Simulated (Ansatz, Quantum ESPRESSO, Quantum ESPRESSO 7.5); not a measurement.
**Evanescent states of NaF, rock salt type, lattice constant set to 4.746 Å**

Aim: how fast states decay in the gap of NaF, rock salt type, lattice constant set to 4.746 Å.

Calculated with Quantum ESPRESSO 7.5; plane-wave DFT, PBEsol, GBRV ultrasoft pseudopotentials (cross-check by Ansatz 0.2.0 with PAW datasets).

The structure was built from a prototype and need not be the compound's stable phase.

**1. Starting point**

The structure is cubic, space group Fm-3m (No. 225). The conventional cell has a = 4.746 Å, b = 4.746 Å, c = 4.746 Å, α = 90.00°, β = 90.00°, γ = 90.00°. Nearest to Na lie 6 F at 2.37 Å. F has 6 Na at 2.37 Å nearest. Farther neighbours and most contacts between anions are not listed.

**2. Self-consistent run**

pwcond needs a cell whose third axis lies along the current and stands perpendicular to the other two.

Contents of scf.in:

```
&control
  prefix = 'scf'
  outdir = './out'
  pseudo_dir = './pseudo'
  calculation = 'scf'
  tprnfor = .true.
/
&system
  ibrav = 0
  nat = 4
  ntyp = 2
  ecutwfc = 40
  ecutrho = 200
  occupations = 'fixed'
  nbnd = 20
/
&electrons
  conv_thr = 1e-09
  mixing_beta = 0.6
  electron_maxstep = 120
/
ATOMIC_SPECIES
  Na  22.9898  na_pbesol_v1.5.uspp.F.UPF
  F   18.9984  f_pbesol_v1.4.uspp.F.UPF
CELL_PARAMETERS angstrom
  3.35592878351135 0.00000000000000 0.00000000000000
  0.00000000000000 3.35592878351135 0.00000000000000
  0.00000000000000 0.00000000000000 4.74600000000000
ATOMIC_POSITIONS crystal
  Na  0.000000000000 0.000000000000 0.000000000000
  F   0.500000000000 0.500000000000 0.000000000000
  Na  0.500000000000 0.500000000000 0.500000000000
  F   0.000000000000 0.000000000000 0.500000000000
K_POINTS automatic
  8 8 6 0 0 0
```

Command:

```console
OMP_NUM_THREADS=1 mpirun -n 2 pw.x -nk 2 -in scf.in > scf.out
```

Log:

```text
Program PWSCF v.7.5 starts
[citation notice left out]

     Parallel version (MPI & OpenMP), running on       2 processor cores
     Number of MPI processes:                 2
     Threads/MPI process:                     1

     MPI processes distributed on     1 nodes
[...]
Current dimensions of program PWSCF are:
     Max number of different atomic species (ntypx) = 10
     Max number of k-points (npk) =  40000
     Max angular momentum in pseudopotentials (lmaxx) =  4
     Found identity + ( -0.5000 -0.5000 -0.5000) symmetry
     This is a supercell, fractional translations are disabled
     Message from routine setup:
     using ibrav=0 with symmetry is DISCOURAGED, use correct ibrav instead

     K-points division:     npool     =       2
     Subspace diagonalization in iterative solution of the eigenvalue problem:
     a serial algorithm will be used

     G-vector sticks info
     --------------------
     sticks:   dense  smooth     PW     G-vecs:    dense   smooth      PW
     Sum         641     509    161                17225    12313    2173

     Using Slab Decomposition

     bravais-lattice index     =            0
     lattice parameter (alat)  =       6.3418  a.u.
     unit-cell volume          =     360.7030 (a.u.)^3
     number of atoms/cell      =            4
     number of atomic types    =            2
     number of electrons       =        32.00
     number of Kohn-Sham states=           20
     kinetic-energy cutoff     =      40.0000  Ry
     charge density cutoff     =     200.0000  Ry
     scf convergence threshold =      1.0E-09
     mixing beta               =       0.6000
     number of iterations used =            8  plain     mixing
     Exchange-correlation= SLA  PW   PSX  PSC
                           (   1   4  10   8   0   0   0)

     celldm(1)=   6.341786  celldm(2)=   0.000000  celldm(3)=   0.000000
     celldm(4)=   0.000000  celldm(5)=   0.000000  celldm(6)=   0.000000

     crystal axes: (cart. coord. in units of alat)
               a(1) = (   1.000000   0.000000   0.000000 )
               a(2) = (   0.000000   1.000000   0.000000 )
               a(3) = (   0.000000   0.000000   1.414214 )

     reciprocal axes: (cart. coord. in units 2 pi/alat)
               b(1) = (  1.000000  0.000000  0.000000 )
               b(2) = (  0.000000  1.000000  0.000000 )
               b(3) = (  0.000000  0.000000  0.707107 )

     PseudoPot. # 1 for Na read from file:
     ./pseudo/na_pbesol_v1.5.uspp.F.UPF
     Pseudo is Ultrasoft, Zval =  9.0
     Generated by new atomic code, or converted to UPF format
     Using radial grid of  819 points,  5 beta functions with:
                l(1) =   0
                l(2) =   0
                l(3) =   1
                l(4) =   1
                l(5) =   2
     Q(r) pseudized with  8 coefficients,  rinner =    1.250   1.250   1.250
                                                       1.250   1.250

     PseudoPot. # 2 for F  read from file:
     ./pseudo/f_pbesol_v1.4.uspp.F.UPF
     Pseudo is Ultrasoft, Zval =  7.0
     Generated by new atomic code, or converted to UPF format
     Using radial grid of  799 points,  4 beta functions with:
                l(1) =   0
                l(2) =   0
                l(3) =   1
                l(4) =   1
     Q(r) pseudized with  8 coefficients,  rinner =    0.950   0.950   0.950

     atomic species   valence    mass     pseudopotential
     Na                9.00    22.98980     Na( 1.00)
     F                 7.00    18.99840     F ( 1.00)

     16 Sym. Ops., with inversion, found

   Cartesian axes

     site n.     atom                  positions (alat units)
         1        Na     tau(   1) = (   0.0000000   0.0000000   0.0000000  )
         2        F      tau(   2) = (   0.5000000   0.5000000   0.0000000  )
         3        Na     tau(   3) = (   0.5000000   0.5000000   0.7071068  )
         4        F      tau(   4) = (   0.0000000   0.0000000   0.7071068  )

     number of k points=    60
                       cart. coord. in units 2pi/alat
        k(    1) = (   0.0000000   0.0000000   0.0000000), wk =   0.0052083
        k(    2) = (   0.0000000   0.0000000   0.1178511), wk =   0.0104167
        k(    3) = (   0.0000000   0.0000000   0.2357023), wk =   0.0104167
        k(    4) = (   0.0000000   0.0000000  -0.3535534), wk =   0.0052083
        k(    5) = (   0.0000000   0.1250000   0.0000000), wk =   0.0208333
        k(    6) = (   0.0000000   0.1250000   0.1178511), wk =   0.0416667
        k(    7) = (   0.0000000   0.1250000   0.2357023), wk =   0.0416667
        k(    8) = (   0.0000000   0.1250000  -0.3535534), wk =   0.0208333
        k(    9) = (   0.0000000   0.2500000   0.0000000), wk =   0.0208333
        k(   10) = (   0.0000000   0.2500000   0.1178511), wk =   0.0416667
[...]
k(   60) = (  -0.5000000  -0.5000000  -0.3535534), wk =   0.0052083

     Dense  grid:    17225 G-vectors     FFT dimensions: (  30,  30,  45)

     Smooth grid:    12313 G-vectors     FFT dimensions: (  25,  25,  40)

     Estimated max dynamical RAM per process >      42.21 MB

     Estimated total dynamical RAM >      80.22 MB

     Initial potential from superposition of free atoms

     starting charge      31.9871, renormalised to      32.0000
     Starting wfcs are   18 randomized atomic wfcs +    2 random wfcs

     total cpu time spent up to now is        1.1 secs

     per-process dynamical memory:    30.4 Mb

     Self-consistent Calculation

     iteration #  1     ecut=    40.00 Ry     beta= 0.60
     Davidson diagonalization with overlap
     ethr =  1.00E-02,  avg # of iterations =  4.2

     total cpu time spent up to now is        3.0 secs

     total energy              =    -287.67118210 Ry
     estimated scf accuracy    <       0.40681182 Ry

     iteration #  2     ecut=    40.00 Ry     beta= 0.60
[...]
total energy              =    -287.77946106 Ry
     estimated scf accuracy    <       0.24816176 Ry

     iteration #  3     ecut=    40.00 Ry     beta= 0.60
[...]
total energy              =    -287.82795911 Ry
     estimated scf accuracy    <       0.00386556 Ry

     iteration #  4     ecut=    40.00 Ry     beta= 0.60
[...]
total energy              =    -287.82834592 Ry
     estimated scf accuracy    <       0.00004466 Ry

     iteration #  5     ecut=    40.00 Ry     beta= 0.60
[...]
total energy              =    -287.82835471 Ry
     estimated scf accuracy    <       0.00000369 Ry

     iteration #  6     ecut=    40.00 Ry     beta= 0.60
[...]
total energy              =    -287.82835534 Ry
     estimated scf accuracy    <       0.00000104 Ry

     iteration #  7     ecut=    40.00 Ry     beta= 0.60
[...]
total energy              =    -287.82835538 Ry
     estimated scf accuracy    <       0.00000005 Ry

     iteration #  8     ecut=    40.00 Ry     beta= 0.60
[...]
total energy              =    -287.82835538 Ry
     estimated scf accuracy    <          3.5E-09 Ry

     iteration #  9     ecut=    40.00 Ry     beta= 0.60
[...]
End of self-consistent calculation

          k = 0.0000 0.0000 0.0000 (  1523 PWs)   bands (ev):

   -46.7767 -46.7640 -18.9350 -18.8662 -18.8662 -18.8238 -18.8238 -18.8238
   -18.7273 -18.5202  -0.9801  -0.1635  -0.1635   0.2161   0.2161   0.2161
     6.0202  12.6325  13.0690  13.0718

          k = 0.0000 0.0000 0.1179 (  1542 PWs)   bands (ev):

   -46.7759 -46.7649 -19.0122 -18.9811 -18.8633 -18.8633 -18.8266 -18.8266
   -18.5570 -18.4425  -0.9524  -0.1403  -0.1403   0.0603   0.1881   0.1881
     6.3388  11.2242  13.2518  14.5901

          k = 0.0000 0.0000 0.2357 (  1554 PWs)   bands (ev):

   -46.7735 -46.7672 -19.1230 -19.1182 -18.8554 -18.8554 -18.8343 -18.8343
   -18.3887 -18.3356  -0.8465  -0.2851  -0.0755  -0.0755   0.1137   0.1137
     7.1800   9.7227  13.7991  15.9514

          k = 0.0000 0.0000-0.3536 (  1538 PWs)   bands (ev):

   -46.7704 -46.7703 -19.1677 -19.1677 -18.8448 -18.8448 -18.8448 -18.8448
   -18.3083 -18.3083  -0.6222  -0.6221   0.0167   0.0167   0.0168   0.0168
     8.3509   8.3510  14.7049  14.7049

          k = 0.0000 0.1250 0.0000 (  1535 PWs)   bands (ev):

   -46.7758 -46.7640 -18.9981 -18.9716 -18.9297 -18.8630 -18.8270 -18.8238
   -18.5410 -18.4153  -0.9260  -0.2822  -0.1540   0.0312   0.1834   0.1966
     6.3764  12.6551  12.9773  13.3587

          k = 0.0000 0.1250 0.1179 (  1543 PWs)   bands (ev):

   -46.7750 -46.7648 -19.0735 -19.0663 -18.8855 -18.8603 -18.8264 -18.8253
   -18.4573 -18.3613  -0.9200  -0.2415  -0.1326  -0.1199   0.1707   0.1748
     6.6680  11.3705  13.1429  14.7424

[...]
highest occupied, lowest unoccupied level (ev):     0.2161    6.0202

!    total energy              =    -287.82835538 Ry
     estimated scf accuracy    <          6.7E-10 Ry

     The total energy is the sum of the following terms:
     one-electron contribution =    -179.96876877 Ry
     hartree contribution      =     102.53105636 Ry
     xc contribution           =     -46.85672972 Ry
     ewald contribution        =    -163.53391325 Ry

     convergence has been achieved in   9 iterations

     Forces acting on atoms (cartesian axes, Ry/au):

     atom    1 type  1   force =     0.00000000    0.00000000    0.00000000
     atom    2 type  2   force =     0.00000000    0.00000000    0.00000000
     atom    3 type  1   force =     0.00000000    0.00000000    0.00000000
     atom    4 type  2   force =     0.00000000    0.00000000    0.00000000

     Total force =     0.000000     Total SCF correction =     0.000000

[...]
=------------------------------------------------------------------------------=
   JOB DONE.
=------------------------------------------------------------------------------=
```

Elapsed: 18 s, on 2 MPI ranks of Arm Neoverse N1, shared host; peak memory 0.16 GiB; 36 s of CPU time.

Numbers from this step:

| Item | Value |
| --- | --- |
| free energy | -3916.1043 eV |
| valence top, on the run's zero | 0.2161 eV |
| conduction bottom, on the run's zero | 6.020 eV |
| gap by band count | 5.804 eV |

The run needed 9 iterations to bring the estimated error under 1e-09 Ry.

[end of part 1 of 3]

[Logs are printed without paths, hosts, clocks, repeated set-up lines and the standing remarks that a program may print on its own settings, such as how far it seeks lower states.]

[Hosts, paths, dates, database ids (printed as entryN), source tags and the programs' standing remarks are cut or masked in the printed files.]

[Maps of the electrostatic potential energy from Ansatz leave out the sawtooth potential of an applied field or a dipole correction, so their vacuum need not be flat; planar profiles and work functions include it.]
